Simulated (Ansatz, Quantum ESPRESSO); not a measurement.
# WS2-2xSe2x sheet: cell size against composition

Does the cell follow a straight line between the end members?

Calculated with Quantum ESPRESSO 7.5, PBEsol, GBRV 1.5 ultrasoft potentials, cutoff 680 eV, Fermi–Dirac smearing 0.02 eV, k-mesh 5×5×2, no spin polarisation, no spin-orbit coupling.

Each composition is one ordered cell of the monolayer structure with 8 sites to fill (x is the share of Se on the S sites), chosen so that its near-neighbour pairs are as close to random as the cell allows, with the vacuum held and the sheet relaxed in its plane. The cell at x = 0.5: a = 6.4037 Å, b = 6.4099 Å, c = 18.1424 Å, α = 90.00°, β = 90.00°, γ = 120.03°.

```csv
atom,x,y,z
W,0.3386,0.1693,0.5000
W,0.3386,0.6693,0.5000
W,0.8281,0.1640,0.5000
W,0.8281,0.6640,0.5000
Se,0.1661,0.3331,0.4067
Se,0.1661,0.3331,0.5933
Se,0.1661,0.8331,0.4067
Se,0.1661,0.8331,0.5933
S,0.6672,0.3336,0.4144
S,0.6672,0.3336,0.5856
S,0.6672,0.8336,0.4144
S,0.6672,0.8336,0.5856
```

| x | formula | space group | √(area of the cell) (Å) |
| --- | --- | --- | --- |
| 0 | WS2 | P-6m2 | 5.8530 |
| 0.5 | WSeS | Pmm2 | 5.9612 |
| 0.75 | W2Se3S | P-6m2 | 6.0195 |
| 1 | WSe2 | P-6m2 | 6.0787 |

**Question.** Fit the trend and give the value at x = 0.25, a row left out above.

The law is y = (1 − x) y0 + x y1 − b x(1 − x). With w = x(1 − x) and δ the distance of each inner row from the straight line, b = −Σδw/Σw².

| x | w | δ |
| --- | --- | --- |
| 0.5 | 0.2500 | −0.0047 |
| 0.75 | 0.1875 | −0.0028 |

Σδw = −0.001683 and Σw² = 0.09766, so b = 0.0172 Å. At x = 0.25 the law gives 5.9062 Å. The run itself gives 5.9063 Å, so the estimate misses by 0.0001 Å; the fitted rows themselves lie up to 0.0005 Å off the law.

At x = 0.5 the bowing term is 0.07 % of the value there, against 3.9 % between the ends, so the straight line holds well.

One small ordered cell stands for each composition, so a random alloy may differ.

The same fit over all rows at other levels or in other programs gives b = 0.0182 Å with PBEsol (Ansatz).

[Logs are printed without paths, hosts, clocks, repeated set-up lines and the standing remarks that a program may print on its own settings, such as how far it seeks lower states.]
